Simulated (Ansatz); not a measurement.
# Nb (Im-3m, 1 atom in the cell): from the cell to its phonons, part 2 of 2

How does Nb (Im-3m, 1 atom in the cell) vibrate, and is this structure a minimum?

Ansatz 0.2.0; DFT PBEsol, scalar-relativistic, plane waves, PAW.

So far, highest frequency on the path or at a solved wavevector (cm⁻¹): step 5 (phonons on a q mesh) 218. Also lowest frequency on the path (cm⁻¹): step 5 -36.7. The relaxed cell has a = 3.271 Å (conventional setting).

The database entry behind the starting cell differs from later determinations by our own check (about 0.8 % long, hydrogen-cycled sample), so it need not match the best structure at ambient conditions.

### Step 6. The same by displaced supercells

Finite displacements in a 2×2×2 supercell give force constants from forces alone. They are exact at the wavevectors that the supercell holds, where they check the linear-response result.

Contents of input.yaml:

```yaml
crystal:
  lattice:
    - [-1.635410055, 1.635410055, 1.635410055]
    - [1.635410055, -1.635410055, 1.635410055]
    - [1.635410055, 1.635410055, -1.635410055]
  atoms:
    - { symbol: Nb, position: [0.0, 0.0, 0.0] }
kpoints:
  mp_grid: { grid: [20, 20, 20] }
hamiltonian:
  xc: pbesol
scf:
  occupations: { method: methfessel_paxton, width: 0.2 }
output:
  eigenvalues: true
phonons:
  method: fd
  supercell: [2, 2, 2]
  temperatures: { t_max: 1000, t_step: 50 }
  qpath:
    path:
      - [[0.0, 0.0, 0.0], [0.5, -0.5, 0.5], [0.0, 0.0, 0.5], [0.0, 0.0, 0.0], [0.25, 0.25, 0.25], [0.5, -0.5, 0.5]]
      - [[0.25, 0.25, 0.25], [0.0, 0.0, 0.5]]
    npoints: 10
```

Run with:

```
$ ansatz run input.yaml --threads 4 --pin off --max-ram 7168MiB --backend cpu --events-out ev --progress --plain --runs-dir out
```

Numbers of over 12 decimals in the logs are rounded to 6 here.

What it wrote:

```text
[...]
Crystal: 8 atoms, lattice volume = 139.968 Å³
Basis set: ecut = 420 eV, 2731 PW (Γ), exchange–correlation on 80×80×80 points (8 copies of the dense FFT grid, shifted against one another)
Bands: 69, of which v1, the nominal top of the filled ones, is band 52 counted from 1 (51 counted from 0)
Symmetry: 384 space group operations
k-points: 47 of 1000
[...]
SCF iter   1: F=—  HF=-35963.627423 eV  |F-HF|=—  |Δ(HF+E_count)|=         —  Δρ=3.56e-8  dr2=4.71e-13  ethr=1.00e-12  ⟨swp⟩=3.0  Hψ=8256  notcnv=0
[...]
SCF iter   2: F=-35963.627423 eV  HF=-35963.627423 eV  |F-HF|=0.00e0  |Δ(HF+E_count)|=    0.00e0  S|Δr|=    0.00e0  Δρ=1.91e-8  dr2=1.34e-13  ethr=1.00e-12  ⟨swp⟩=2.0  Hψ=5885  notcnv=0
SCF 1 converged in 2 iterations: F = -35963.627423 eV  dr2 = 1.34e-13
[...]
Symmetry: 8 space group operations
k-points: 102 of 1000 (time reversal used)
[...]
SCF iter   6: F=-35963.627394 eV  HF=-35963.627394 eV  |F-HF|=1.46e-11  |Δ(HF+E_count)|=    0.00e0  S|Δr|=    0.00e0  Δρ=4.54e-8  dr2=2.40e-12  ethr=1.00e-12  ⟨swp⟩=5.2  Hψ=25895  notcnv=0
SCF 2 converged in 6 iterations: F = -35963.627394 eV  dr2 = 2.40e-12
[...]
SCF converged after 2 iterations
[...]
Free energy (F): -35963.627423 eV
[...]
Internal energy: -35963.637227 eV  (E = F + TS)
E sigma→0 (E₀):  -35963.629874 eV
Entropy (-TS):   0.009803 eV (1.225 meV/atom)
Fermi energy:    18.247498 eV
[...]
--- Band table (eV; the first three rows and the last of 47) ---
  k-point 0: bands = [... 48 lower, 18.5990, 18.5990, 20.6831, 20.6831, 20.6831, 20.6831, 20.6831, 20.6831, ... 13 higher]
  k-point 1: bands = [... 48 lower, 18.5839, 18.7023, 20.1068, 20.3393, 20.3393, 20.3393, 20.3393, 20.3742, ... 13 higher]
  k-point 2: bands = [... 48 lower, 18.5226, 19.0090, 19.1282, 19.6236, 19.6236, 19.6236, 19.6236, 19.6936, ... 13 higher]
  k-point 46: bands = [... 48 lower, 17.1369, 17.1369, 19.2274, 19.2274, 19.2274, 19.2274, 19.2274, 19.2274, ... 13 higher]
--- Phonons: 1 displaced member + reference (amplitude 0.0025 Å, Σ member SCF iterations 6) ---
  symmetry images taken by strict's conditions (phonons.symmetry_images: auto; settled by no image being taken that strict refuses)
  ASR residual: 2.671e-4 → 0.000e0 eV/Å²; symmetrization residual: 1.066e-14 eV/Å²
  largest component of a force at the reference: 2.1e-29 eV/Å
  ASR residual per site (eV/Å²): 2.67e-4
  Γ frequencies (cm⁻¹): 0.00 0.00 0.00
[...]
zero-point energy: 0.030002 eV/cell   skipped modes (ω ≤ 0): 3   left out of the sums: 5.69e-5 of the cell's modes: C_V's classical limit lies that fraction below 3 k_B per atom; for a crystal, a wire or a layer, F and S can be off by more, and a phonons.interpolated_qmesh denser along its periods is the remedy for the sampling
```

The job ended after 18 s (4 threads of Arm Neoverse V2, shared host; peak memory 1.1 GiB).

Numbers from this step:

```
atoms in the supercell               : 8
sum-rule residual before enforcement : 2.67e-4 eV/Å²
lowest frequency on the path         : 0 cm⁻¹
```

Interpolated from a 2×2×2 supercell, rough between the solved points. The phonon branches at the labelled points (cm⁻¹):

```csv
point,branch 1,branch 2,branch 3
Γ,0,0,0
halfway,156,164,164
H,218,218,218
halfway,184,196,203
N,141,172,186
halfway,100,122,132
Γ,0,0,0
halfway,127,127,154
P,174,174,174
halfway,174,195,195
H,218,218,218
jump to P,174,174,174
halfway,154,173,185
N,141,172,186
```

The phonon branches as a text plot (rows in cm⁻¹):

```
    213 |         ******                                ***
    204 |         *    ***                            ***
    195 |        *      ***                          * *
    186 |       *        ******               *    ** *     *****
    177 |       *          **  *             * ****  *     *****
    168 |     **          *  ****           * ** *  *      *    *
    159 |     **                           * *    **        **
    150 |                  *    *                             *
    141 |    *              ***             *                  **
    132 |    *                 * *        *
    123 |                       **         *
    113 |                         *
    104 |   *                    **      **
     95 |
     86 |                         **     *
     77 |  *                       *    *
     68 |  *                       *
     59 |                           *   *
     50 |                           *
     41 | *                         *  *
     32 | *                          * *
     23 |                            *
     14 |
      5 |*                            *
         Γ           H       N        Γ         P        H|P    N
```

Tetrahedra on a 26×26×26 mesh, mean over bins of 2 cm-1. Interpolated from a 2×2×2 supercell, rough between the solved points. The phonon density of states by wavenumber; read off at these points:

```csv
wavenumber (cm⁻¹),phonon density of states (1/cm⁻¹/cell)
1.0,0
7.0,1.0e-5
13.0,4.0e-5
19.0,1.1e-4
25.0,2.4e-4
31.0,3.7e-4
37.0,5.5e-4
43.0,7.5e-4
49.0,0.00101
55.0,0.00129
59.0,0.0015
65.0,0.00189
71.0,0.00231
77.0,0.00282
83.0,0.0034
89.0,0.00407
95.0,0.00486
101.0,0.0058
107.0,0.0069
113.0,0.00824
119.0,0.00993
125.0,0.0120
131.0,0.0148
137.0,0.019
143.0,0.0273
149.0,0.0302
155.0,0.0340
161.0,0.0369
165.0,0.0338
171.0,0.0432
173.0,0.0535
177.0,0.0419
183.0,0.0608
189.0,0.0376
195.0,0.0248
201.0,0.0180
207.0,0.0128
213.0,0.00764
219.0,0
```

On this path the spectrum ends at 218 cm⁻¹ (at H). No branch goes imaginary on this path.

### Step 7. Results

| Quantity | Value |
| --- | --- |
| space group after relaxation (within 0.01 Å) | Im-3m |
| volume per atom | 17.5 Å³ |
| electronic character | no gap on this mesh |
| lowest mode on the q mesh (acoustic modes at Γ apart) | 73.5 cm⁻¹ |
| highest frequency on the path or at a solved wavevector | 218 cm⁻¹ |
| imaginary modes on the 4×4×4 q mesh | none |

In words: No mode is imaginary at the 8 irreducible wavevectors solved, but between them the interpolated path dips to 36.7i cm⁻¹, so stability is not settled. The interpolated path dips to 37i cm⁻¹ between the solved wavevectors, which may come from the interpolation; a denser q mesh would tell. With no gap, or one that is small against the smearing, the frequencies hang on the k mesh and the smearing, most of all near Kohn anomalies. A phonon run warned that its eigensolver left some bands unconverged in a pass. These are harmonic frequencies at zero temperature: anharmonic shifts, linewidths and thermal expansion are left out.

[Logs are printed without paths, hosts, clocks, repeated set-up lines and the standing remarks that a program may print on its own settings, such as how far it seeks lower states.]

[Hosts, paths, dates, database ids (printed as entryN), source tags and the programs' standing remarks are cut or masked in the printed files.]
